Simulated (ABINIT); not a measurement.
# Li3TeF (Pm-3m): zone-centre phonons

Which modes does Li3TeF (Pm-3m) have at the zone centre?

Calculated with ABINIT 10.8.3; DFT LDA, scalar-relativistic, plane waves, PseudoDojo norm-conserving pseudopotentials.

The structure was built from a prototype and need not be the compound's stable phase.

## 1. Set-up

It takes space group Pm-3m (No. 221, cubic). The conventional cell has a = 5.643 Å, b = 5.643 Å, c = 5.643 Å, α = 90.00°, β = 90.00°, γ = 90.00°. F has 12 Li at 3.99 Å nearest. Nearest to Te lie 6 Li at 2.82 Å. Nearest to Li lie 2 Te at 2.82 Å. Farther neighbours and most contacts between anions are not listed.

Coordinates:

```cif
data_structure
_symmetry_space_group_name_H-M 'P 1'
_symmetry_Int_Tables_number 1
_cell_length_a 5.6430
_cell_length_b 5.6430
_cell_length_c 5.6430
_cell_angle_alpha 90.000
_cell_angle_beta 90.000
_cell_angle_gamma 90.000
_cell_volume 179.69
loop_
_atom_site_label
_atom_site_type_symbol
_atom_site_fract_x
_atom_site_fract_y
_atom_site_fract_z
_atom_site_occupancy
F1 F 0.00000 0.00000 0.00000 1
Te2 Te 0.50000 0.50000 0.50000 1
Li3 Li 0.50000 0.50000 0.00000 1
Li4 Li 0.50000 0.00000 0.50000 1
Li5 Li 0.00000 0.50000 0.50000 1
```

## 2. A first look

A first run with smearing and empty bands tells whether the crystal has a gap, which decides between fixed occupations and smearing later on.

Contents of probe.abi:

```
# ground state
tolvrs 1.0d-08
prtden 1
prtwf 1

# basis, mesh and filling
ecut 34.0
ngkpt 4 4 4
nshiftk 1
shiftk 0.0 0.0 0.0
istwfk *1
occopt 7
tsmear 0.005
nband 24
nstep 100
diemac 9.0
prtebands 0
prtgsr 0
useylm 1

# cell and atoms
acell 3*1.0 Angstrom
rprim 
    5.643 0.0 0.0
    0.0 5.643 0.0
    0.0 0.0 5.643
ntypat 3
znucl 9 52 3
natom 5
typat 1 2 3 3 3
xred 
    0.0 0.0 0.0
    0.5 0.5 0.5
    0.5 0.5 0.0
    0.5 0.0 0.5
    0.0 0.5 0.5
pp_dirpath "./pseudo"
pseudos "F.upf, Te.upf, Li.upf"
```

Run with:

```sh
OMP_NUM_THREADS=1 mpirun -n 4 abinit probe.abi > probe.log
```

Numbers of over 12 decimals in the logs are rounded to 6 here.

probe.abo, the main output file:

```text
[banners, grids, parts of the stress and lines that vanish by symmetry left out]
- input  file    -> probe.abi
- output file    -> probe.abo
- root for input  files -> probei
[...]
Symmetries : space group Pm -3 m (#221); Bravais cP (primitive cubic)
[...]
mpw =       11536          nfft =      216000          nkpt =          10
[...]
== DATASET  1 ==================================================================
[...]
cutoff_energies: {ecut:  34.0, pawecutdg:  -1.0, }
[...]
ETOT  1  -150.12431072348    -1.501E+02 7.388E-01 6.169E+02
 ETOT  2  -150.39323725451    -2.689E-01 3.378E-03 7.136E+02
 ETOT  3  -150.58169829113    -1.885E-01 4.139E-03 3.684E+02
 ETOT  4  -150.61197878768    -3.028E-02 2.344E-04 1.606E+02
 ETOT  5  -150.63184776274    -1.987E-02 6.008E-04 4.817E+00
[...]
ETOT 11  -150.63254741570    -5.495E-09 4.408E-05 6.327E-07
 ETOT 12  -150.63254741579    -8.637E-11 7.027E-06 8.629E-09
 At SCF step   12       vres2   =  8.63E-09 < tolvrs=  1.00E-08 =>converged.
[...]
sigma(1 1)=  1.35230919E-04  sigma(3 2)=  0.00000000E+00
  sigma(2 2)=  1.35230919E-04  sigma(3 1)=  0.00000000E+00
  sigma(3 3)=  1.35230919E-04  sigma(2 1)=  0.00000000E+00
[...]
convergence: {deltae: -8.637E-11, res2:  8.629E-09, residm:  7.027E-06, diffor: null, }
etotal    :  -1.50632547E+02
[...]
sigma(1 1)=  1.35230919E-04  sigma(3 2)=  0.00000000E+00
  sigma(2 2)=  1.35230919E-04  sigma(3 1)=  0.00000000E+00
  sigma(3 3)=  1.35230919E-04  sigma(2 1)=  0.00000000E+00
[...]
- sigma(1 1)=  3.97863101E+00  sigma(3 2)=  0.00000000E+00
- sigma(2 2)=  3.97863101E+00  sigma(3 1)=  0.00000000E+00
- sigma(3 3)=  3.97863101E+00  sigma(2 1)=  0.00000000E+00
[...]
fcart     -0.0000000000E+00 -0.0000000000E+00 -0.0000000000E+00
           strten      1.3523091939E-04  1.3523091939E-04  1.3523091939E-04
================================================================================

[key lines of the parts left out:]
pressure_GPa:  -3.9786E+00
```

It took 2.6 min on 4 MPI ranks of Intel Xeon at 2.50GHz (Skylake/Cascade Lake), shared host.

Numbers from this step:

- volume per atom: 35.94 Å³
- pressure: -3.979 GPa
- gap on the k-mesh: 2.119 eV

A gap of 2.1 eV opens on this mesh, so the crystal is taken as an insulator; the printed pressure holds the stress of the finite basis too.

## 3. Rough relaxation

The typed start is rough, so a first relaxation with smearing and loose thresholds takes it towards rest cheaply.

Contents of prerelax.abi:

```
# relaxation
ionmov 2
optcell 2
dilatmx 1.15
chkdilatmx 0
ntime 40
tolmxf 3.0d-04
tolvrs 1.0d-10
prtwf 0
prtden 0
chksymtnons 0

# basis, mesh and filling
ecut 34.0
ecutsm 3.0
ngkpt 4 4 4
nshiftk 1
shiftk 0.0 0.0 0.0
istwfk *1
occopt 7
tsmear 0.005
nband 24
nstep 100
diemac 9.0
prtebands 0
prtgsr 0
useylm 1

# cell and atoms
acell 3*1.0 Angstrom
rprim 
    5.643 0.0 0.0
    0.0 5.643 0.0
    0.0 0.0 5.643
ntypat 3
znucl 9 52 3
natom 5
typat 1 2 3 3 3
xred 
    0.0 0.0 0.0
    0.5 0.5 0.5
    0.5 0.5 0.0
    0.5 0.0 0.5
    0.0 0.5 0.5
pp_dirpath "./pseudo"
pseudos "F.upf, Te.upf, Li.upf"
```

Run with:

```sh
OMP_NUM_THREADS=1 mpirun -n 4 abinit prerelax.abi > prerelax.log
```

prerelax.abo, the main output file:

```text
[banners, grids, parts of the stress and lines that vanish by symmetry left out]
- input  file    -> prerelax.abi
- output file    -> prerelax.abo
- root for input  files -> prerelaxi
[...]
Symmetries : space group Pm -3 m (#221); Bravais cP (primitive cubic)
[...]
mpw =       17592          nfft =      373248          nkpt =          10
[...]
== DATASET  1 ==================================================================
[...]
cutoff_energies: {ecut:  34.0, pawecutdg:  -1.0, }
[...]
ETOT  1  -150.04634019837    -1.500E+02 8.389E-01 9.740E+02
 ETOT  2  -150.46369036594    -4.174E-01 3.389E-03 7.986E+02
 ETOT  3  -150.58320003165    -1.195E-01 3.059E-03 5.714E+02
 ETOT  4  -150.61376824883    -3.057E-02 6.117E-04 2.200E+02
 ETOT  5  -150.63041491565    -1.665E-02 6.009E-04 1.523E+00
[...]
At SCF step   14       vres2   =  2.39E-13 < tolvrs=  1.00E-10 =>converged.
[...]
ETOT 11  -150.65876554601    -1.140E-11 6.784E-14 8.242E-11
 At SCF step   11       vres2   =  8.24E-11 < tolvrs=  1.00E-10 =>converged.
[...]
sigma(1 1)= -1.21875420E-06  sigma(3 2)=  0.00000000E+00
  sigma(2 2)= -1.21875420E-06  sigma(3 1)=  0.00000000E+00
  sigma(3 3)= -1.21875420E-06  sigma(2 1)=  0.00000000E+00
[...]
convergence: {deltae: -1.140E-11, res2:  8.242E-11, residm:  6.784E-14, diffor: null, }
etotal    :  -1.50658766E+02
[...]
At Broyd/MD step   6, gradients are converged :
[...]
sigma(1 1)= -1.21875420E-06  sigma(3 2)=  0.00000000E+00
  sigma(2 2)= -1.21875420E-06  sigma(3 1)=  0.00000000E+00
  sigma(3 3)= -1.21875420E-06  sigma(2 1)=  0.00000000E+00
[...]
- sigma(1 1)= -3.58569867E-02  sigma(3 2)=  0.00000000E+00
- sigma(2 2)= -3.58569867E-02  sigma(3 1)=  0.00000000E+00
- sigma(3 3)= -3.58569867E-02  sigma(2 1)=  0.00000000E+00
[...]
fcart     -0.0000000000E+00 -0.0000000000E+00 -0.0000000000E+00
           strten     -1.2187542047E-06 -1.2187542047E-06 -1.2187542047E-06
================================================================================

[key lines of the parts left out:]
pressure_GPa:   3.5857E-02
Total energy (etotal) [Ha]= -1.50658765546009E+02
```

Wall time 18 min (4 MPI ranks); 64 min of CPU time.

The steps of the relaxation:

```csv
step,energy less that of the first step (eV),largest force (eV/Å),volume (Å³)
1,0.0000,0.0000,179.69
2,-0.0407,0.0000,177.80
3,-0.3431,0.0000,101.23
4,-0.7146,0.0000,137.58
5,-0.7661,0.0000,128.64
6,-0.7689,0.0000,125.93
```

| conventional cell, symmetrised | before | after | change |
| --- | --- | --- | --- |
| a (Å) | 5.643 | 5.012 | -11.2 % |
| b (Å) | 5.643 | 5.012 | -11.2 % |
| c (Å) | 5.643 | 5.012 | -11.2 % |
| volume (Å³/atom) | 35.94 | 25.19 | -29.9 % |

The relaxed structure:

```
F Te Li
1.0
     5.01235    0.00000    0.00000
     0.00000    5.01235    0.00000
     0.00000    0.00000    5.01235
F Te Li
1 1 3
Cartesian
  0.0000 0.0000 0.0000
  2.5062 2.5062 2.5062
  2.5062 2.5062 0.0000
  2.5062 0.0000 2.5062
  0.0000 2.5062 2.5062
```

Numbers from this step:

| Quantity | Value |
| --- | --- |
| volume per atom | 25.19 Å³ |
| pressure | 0.03586 GPa |
| gap on the k-mesh | 3.096 eV |

The volume changes by -29.9 % in this run and stands -29.9 % from the first cell.

## 4. Rough relaxation

The cell changed much, so the rough relaxation is repeated on a basis made for the new cell.

prerelax.abi: that of step 3 with these lines changed.

```diff
@@ -31,5 +31,5 @@
 rprim 
-    5.643 0.0 0.0
-    0.0 5.643 0.0
-    0.0 0.0 5.643
+    5.012348847 0.0 0.0
+    0.0 5.012348847 0.0
+    0.0 0.0 5.012348847
 ntypat 3
```

prerelax.abo, the main output file:

```text
[banners, grids, parts of the stress and lines that vanish by symmetry left out]
- input  file    -> prerelax.abi
- output file    -> prerelax.abo
- root for input  files -> prerelaxi
[...]
Symmetries : space group Pm -3 m (#221); Bravais cP (primitive cubic)
[...]
mpw =       12260          nfft =      216000          nkpt =          10
[...]
== DATASET  1 ==================================================================
[...]
cutoff_energies: {ecut:  34.0, pawecutdg:  -1.0, }
[...]
ETOT  1  -150.38427341579    -1.504E+02 2.024E-01 7.107E+02
 ETOT  2  -150.18026568409     2.040E-01 5.122E-03 2.412E+03
 ETOT  3  -150.62810689678    -4.478E-01 6.276E-03 2.739E+02
 ETOT  4  -150.64905764652    -2.095E-02 7.405E-04 9.519E+01
 ETOT  5  -150.65605108848    -6.993E-03 3.756E-04 2.302E+01
[...]
ETOT 12  -150.65876553290     3.297E-12 3.083E-05 4.724E-10
 ETOT 13  -150.65876553291    -1.339E-11 1.817E-05 1.001E-12
 At SCF step   13       vres2   =  1.00E-12 < tolvrs=  1.00E-10 =>converged.
[...]
sigma(1 1)= -1.21883073E-06  sigma(3 2)=  0.00000000E+00
  sigma(2 2)= -1.21883073E-06  sigma(3 1)=  0.00000000E+00
  sigma(3 3)= -1.21883073E-06  sigma(2 1)=  0.00000000E+00
[...]
convergence: {deltae: -1.339E-11, res2:  1.001E-12, residm:  1.817E-05, diffor: null, }
etotal    :  -1.50658766E+02
[...]
At Broyd/MD step   1, gradients are converged :
[...]
sigma(1 1)= -1.21883073E-06  sigma(3 2)=  0.00000000E+00
  sigma(2 2)= -1.21883073E-06  sigma(3 1)=  0.00000000E+00
  sigma(3 3)= -1.21883073E-06  sigma(2 1)=  0.00000000E+00
[...]
- sigma(1 1)= -3.58592381E-02  sigma(3 2)=  0.00000000E+00
- sigma(2 2)= -3.58592381E-02  sigma(3 1)=  0.00000000E+00
- sigma(3 3)= -3.58592381E-02  sigma(2 1)=  0.00000000E+00
[...]
fcart     -0.0000000000E+00 -0.0000000000E+00 -0.0000000000E+00
           strten     -1.2188307310E-06 -1.2188307310E-06 -1.2188307310E-06
================================================================================

[key lines of the parts left out:]
pressure_GPa:   3.5859E-02
Total energy (etotal) [Ha]= -1.50658765532914E+02
```

Run time: 1.9 min. Hardware: 4 MPI ranks; 7.3 min of CPU time.

Little changed from the start: no atom moved by 0.005 Å and no cell edge by 0.1 %.

The volume changes by +0.0 % in this run and stands -29.9 % from the first cell.

## 5. Relaxation

The harmonic expansion needs vanishing forces, and a free crystal bears no stress, so cell and atoms are brought to rest. Stress is more sensitive to the basis than forces are: the last 3 Ha under the cutoff are smoothed with ecutsm, and the cutoff is raised above that of the later runs.

Contents of relax.abi:

```
# relaxation
ionmov 2
optcell 2
dilatmx 1.08
ntime 40
tolmxf 1.0d-05
tolvrs 1.0d-14
prtwf 0
prtden 0
chksymtnons 0

# basis, mesh and filling
ecut 42.0
ecutsm 3.0
ngkpt 4 4 4
nshiftk 1
shiftk 0.0 0.0 0.0
istwfk *1
occopt 1
nband 16
nstep 100
diemac 9.0
prtebands 0
prtgsr 0
useylm 1

# cell and atoms
acell 3*1.0 Angstrom
rprim 
    5.01234885 0.0 0.0
    0.0 5.01234885 0.0
    0.0 0.0 5.01234885
ntypat 3
znucl 9 52 3
natom 5
typat 1 2 3 3 3
xred 
    0.0 0.0 0.0
    0.5 0.5 0.5
    0.5 0.5 0.0
    0.5 0.0 0.5
    0.0 0.5 0.5
pp_dirpath "./pseudo"
pseudos "F.upf, Te.upf, Li.upf"
```

Run with:

```sh
OMP_NUM_THREADS=1 mpirun -n 4 abinit relax.abi > relax.log
```

relax.abo, the main output file:

```text
[banners, grids, parts of the stress and lines that vanish by symmetry left out]
- input  file    -> relax.abi
- output file    -> relax.abo
- root for input  files -> relaxi
[...]
Symmetries : space group Pm -3 m (#221); Bravais cP (primitive cubic)
[...]
mpw =       13949          nfft =      216000          nkpt =          10
[...]
== DATASET  1 ==================================================================
[...]
cutoff_energies: {ecut:  42.0, pawecutdg:  -1.0, }
[...]
ETOT  1  -147.77467416780    -1.478E+02 1.072E+00 8.120E+03
 ETOT  2  -149.20971504748    -1.435E+00 1.199E-01 1.239E+04
 ETOT  3  -150.35803750107    -1.148E+00 1.466E-03 3.690E+03
 ETOT  4  -150.47609494482    -1.181E-01 1.827E-03 2.057E+03
 ETOT  5  -150.61436513828    -1.383E-01 4.237E-04 5.292E+02
[...]
At SCF step   23       vres2   =  4.35E-16 < tolvrs=  1.00E-14 =>converged.
[...]
sigma(1 1)= -1.13999466E-06  sigma(3 2)=  0.00000000E+00
  sigma(2 2)= -1.13999466E-06  sigma(3 1)=  0.00000000E+00
  sigma(3 3)= -1.13999466E-06  sigma(2 1)=  0.00000000E+00
[...]
convergence: {deltae: -3.212E-12, res2:  4.346E-16, residm:  1.291E-19, diffor: null, }
etotal    :  -1.50662390E+02
[...]
ETOT  1  -150.66238917638    -1.507E+02 1.324E-10 7.567E-03
[...]
At SCF step   11       vres2   =  4.22E-15 < tolvrs=  1.00E-14 =>converged.
[...]
sigma(1 1)= -1.07181879E-06  sigma(3 2)=  0.00000000E+00
  sigma(2 2)= -1.07181879E-06  sigma(3 1)=  0.00000000E+00
  sigma(3 3)= -1.07181879E-06  sigma(2 1)=  0.00000000E+00
[...]
convergence: {deltae: -1.324E-11, res2:  4.221E-15, residm:  2.368E-17, diffor: null, }
etotal    :  -1.50662390E+02
[...]
ETOT  1  -150.66217577185    -1.507E+02 3.487E-08 1.886E+00
[...]
ETOT 14  -150.66239077107     1.194E-11 2.813E-18 8.434E-14
 ETOT 15  -150.66239077108    -5.002E-12 3.920E-19 5.998E-15
 At SCF step   15       vres2   =  6.00E-15 < tolvrs=  1.00E-14 =>converged.
[...]
sigma(1 1)= -1.96434606E-09  sigma(3 2)=  0.00000000E+00
  sigma(2 2)= -1.96434606E-09  sigma(3 1)=  0.00000000E+00
  sigma(3 3)= -1.96434606E-09  sigma(2 1)=  0.00000000E+00
[...]
convergence: {deltae: -5.002E-12, res2:  5.998E-15, residm:  3.920E-19, diffor: null, }
etotal    :  -1.50662391E+02
[...]
At Broyd/MD step   3, gradients are converged :
[...]
sigma(1 1)= -1.96434606E-09  sigma(3 2)=  0.00000000E+00
  sigma(2 2)= -1.96434606E-09  sigma(3 1)=  0.00000000E+00
  sigma(3 3)= -1.96434606E-09  sigma(2 1)=  0.00000000E+00
[...]
- sigma(1 1)= -5.77930563E-05  sigma(3 2)=  0.00000000E+00
- sigma(2 2)= -5.77930563E-05  sigma(3 1)=  0.00000000E+00
- sigma(3 3)= -5.77930564E-05  sigma(2 1)=  0.00000000E+00
[...]
fcart     -0.0000000000E+00 -0.0000000000E+00 -0.0000000000E+00
           strten     -1.9643460569E-09 -1.9643460582E-09 -1.9643460595E-09
================================================================================

[key lines of the parts left out:]
pressure_GPa:   5.7793E-05
Total energy (etotal) [Ha]= -1.50662390771078E+02
```

Run time: 4.6 min. Hardware: 4 MPI ranks.

Little changed from the start: no atom moved by 0.005 Å and no cell edge by 0.1 %.

Numbers from this step:

```yaml
volume_per_atom: 25.23 Å³
pressure: 5.78e-5 GPa
```

The volume changes by +0.2 % in this run and stands -29.8 % from the first cell.

## 6. Ground state

The response is built on these wavefunctions, so the potential is converged far more tightly than an energy would need.

Contents of gs.abi:

```
# ground state
tolvrs 1.0d-16
prtden 1
prtwf 1

# basis, mesh and filling
ecut 34.0
ngkpt 4 4 4
nshiftk 1
shiftk 0.0 0.0 0.0
istwfk *1
occopt 1
nband 16
nstep 100
diemac 9.0
prtebands 0
prtgsr 0
useylm 1

# cell and atoms
acell 3*1.0 Angstrom
rprim 
    5.015219889 0.0 0.0
    0.0 5.015219889 0.0
    0.0 0.0 5.015219889
ntypat 3
znucl 9 52 3
natom 5
typat 1 2 3 3 3
xred 
    0.0 0.0 0.0
    0.5 0.5 0.5
    0.5 0.5 0.0
    0.5 0.0 0.5
    0.0 0.5 0.5
pp_dirpath "./pseudo"
pseudos "F.upf, Te.upf, Li.upf"
```

Run with:

```sh
OMP_NUM_THREADS=1 mpirun -n 4 abinit gs.abi > gs.log
```

gs.abo, the main output file:

```text
[banners, grids, parts of the stress and lines that vanish by symmetry left out]
- input  file    -> gs.abi
- output file    -> gs.abo
- root for input  files -> gsi
[...]
Symmetries : space group Pm -3 m (#221); Bravais cP (primitive cubic)
[...]
mpw =        8121          nfft =      125000          nkpt =          10
[...]
== DATASET  1 ==================================================================
[...]
cutoff_energies: {ecut:  34.0, pawecutdg:  -1.0, }
[...]
ETOT  1  -148.48068251660    -1.485E+02 9.569E-01 3.337E+03
 ETOT  2  -149.54390208948    -1.063E+00 6.010E-02 5.560E+03
 ETOT  3  -150.42469369060    -8.808E-01 9.789E-04 1.680E+03
 ETOT  4  -150.51658438719    -9.189E-02 2.202E-04 9.204E+02
 ETOT  5  -150.63973937147    -1.232E-01 6.252E-04 1.432E+02
[...]
ETOT 22  -150.66084346451    -4.235E-12 4.862E-20 2.322E-16
 ETOT 23  -150.66084346451    -3.553E-12 5.526E-21 1.722E-17
 At SCF step   23       vres2   =  1.72E-17 < tolvrs=  1.00E-16 =>converged.
[...]
sigma(1 1)=  2.46671072E-05  sigma(3 2)=  0.00000000E+00
  sigma(2 2)=  2.46671072E-05  sigma(3 1)=  0.00000000E+00
  sigma(3 3)=  2.46671072E-05  sigma(2 1)=  0.00000000E+00
[...]
convergence: {deltae: -3.553E-12, res2:  1.722E-17, residm:  5.526E-21, diffor: null, }
etotal    :  -1.50660843E+02
[...]
sigma(1 1)=  2.46671072E-05  sigma(3 2)=  0.00000000E+00
  sigma(2 2)=  2.46671072E-05  sigma(3 1)=  0.00000000E+00
  sigma(3 3)=  2.46671072E-05  sigma(2 1)=  0.00000000E+00
[...]
- sigma(1 1)=  7.25731350E-01  sigma(3 2)=  0.00000000E+00
- sigma(2 2)=  7.25731350E-01  sigma(3 1)=  0.00000000E+00
- sigma(3 3)=  7.25731350E-01  sigma(2 1)=  0.00000000E+00
[...]
fcart     -0.0000000000E+00 -0.0000000000E+00 -0.0000000000E+00
           strten      2.4667107207E-05  2.4667107207E-05  2.4667107207E-05
================================================================================

[key lines of the parts left out:]
pressure_GPa:  -7.2573E-01
```

It took 69 s on 4 MPI ranks; 4.6 min of CPU time.

This step gave:

```
pressure : -0.7257 GPa
```

The cell stands at -0.73 GPa: the relaxation ran with a smoothed and higher cutoff, and the difference is a stress of the finite basis.

## 7. The gap at rest

Empty bands on the ground state's density check that the gap assumed so far is there in this cell.

Contents of gap.abi:

```
# empty bands on the ground state's density
iscf -2
getden_filepath "gso_DEN"
tolwfr 1.0d-12
nbdbuf 2
prtwf 0

# basis, mesh and filling
ecut 34.0
ngkpt 4 4 4
nshiftk 1
shiftk 0.0 0.0 0.0
istwfk *1
occopt 1
nband 20
nstep 100
diemac 9.0
prtebands 0
prtgsr 0
useylm 1

# cell and atoms
acell 3*1.0 Angstrom
rprim 
    5.015219889 0.0 0.0
    0.0 5.015219889 0.0
    0.0 0.0 5.015219889
ntypat 3
znucl 9 52 3
natom 5
typat 1 2 3 3 3
xred 
    0.0 0.0 0.0
    0.5 0.5 0.5
    0.5 0.5 0.0
    0.5 0.0 0.5
    0.0 0.5 0.5
pp_dirpath "./pseudo"
pseudos "F.upf, Te.upf, Li.upf"
```

Run with:

```sh
OMP_NUM_THREADS=1 mpirun -n 4 abinit gap.abi > gap.log
```

gap.abo, the main output file:

```text
[banners, grids, parts of the stress and lines that vanish by symmetry left out]
- input  file    -> gap.abi
- output file    -> gap.abo
- root for input  files -> gapi
[...]
Symmetries : space group Pm -3 m (#221); Bravais cP (primitive cubic)
[...]
mpw =        8121          nfft =      125000          nkpt =          10
[...]
== DATASET  1 ==================================================================
[...]
cutoff_energies: {ecut:  34.0, pawecutdg:  -1.0, }
[...]
-outvars: echo values of variables after computation
            acell      1.8897261259E+00  1.8897261259E+00  1.8897261259E+00 Bohr
================================================================================
```

Wall time 28 s (4 MPI ranks); 1.8 min of CPU time.

Read from the output:

```
gap on the k-mesh : 3.090 eV
```

In this cell the gap on the mesh is 3.1 eV, indirect (smallest direct 3.2 eV), so fixed occupations hold.

[end of part 1 of 2]

[Host names and launcher messages were left out of these logs when they were recorded.]

[Logs are printed without paths, hosts, clocks, repeated set-up lines and the standing remarks that a program may print on its own settings, such as how far it seeks lower states.]

[Hosts, paths, dates, database ids (printed as entryN), source tags and the programs' standing remarks are cut or masked in the printed files.]
